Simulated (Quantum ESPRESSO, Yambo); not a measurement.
Planning a run of Yambo 5.3.0 on ZrSe3 (P2_1/m). The input:

```
optics
bss
bse
em1s
dipoles
rim_cut
RandQpts= 1000000
RandGvec= 1 RL
Chimod= "HARTREE"
BSKmod= "SEX"
BSEmod= "resonant"
BSSmod= "d"
BSENGexx= 30 Ry
BSENGBlk= 4 Ry
% BSEQptR
 1 | 1 |
%
% BSEBands
 73 | 92 |
%
% BEnRange
 0 | 5 | eV
%
% BDmRange
 0.1 | 0.1 | eV
%
BEnSteps= 101
% BLongDir
 1 | 0 | 0 |
%
% BndsRnXs
 1 | 116 |
%
NGsBlkXs= 4 Ry
% LongDrXs
 1 | 1 | 1 |
%
% KfnQP_E
 0.594 | 1.0 | 1.0 |
%
WRbsWF
```

```sh
OMP_NUM_THREADS=2 mpirun -n 4 yambo -F bse12.in -J bse12 -C bse12 > bse12.log
```

The stored states that it reads are on a 4×4×2 mesh. It takes space group P2_1/m (No. 11, monoclinic). Conventional cell: a = 5.411 Å, b = 3.749 Å, c = 9.444 Å, α = 90.00°, β = 97.48°, γ = 90.00°. Nearest to Zr lie 8 Se at 2.72 to 2.87 Å. Nearest to Se lie 4 Zr at 2.72 to 2.87 Å. Se has 1 Se at 2.34 Å and 2 Zr at 2.73 Å nearest. Nearest to Se lie 1 Se at 2.34 Å and 2 Zr at 2.74 Å. Farther neighbours and most contacts between anions are not listed.

How long will it take on 4 MPI ranks of Arm Neoverse V2, shared host, and how much memory?

It took 6.4 min; on shared hardware allow 3.2 min to 13 min. Peak host memory was 5.2 GiB.

The kernel grows as the square of the matrix size, and full diagonalisation as its cube.

[Paths, hosts, dates, memory and timing lines, banners, echoed tables and standing remarks are left out of the program output.]

[Logs are printed without paths, hosts, clocks, repeated set-up lines and the standing remarks that a program may print on its own settings, such as how far it seeks lower states.]

[Runs of the session that timed out or met a known fault of the program may be left out.]

[Hosts, paths, dates, database ids (printed as entryN), source tags and the programs' standing remarks are cut or masked in the printed files.]
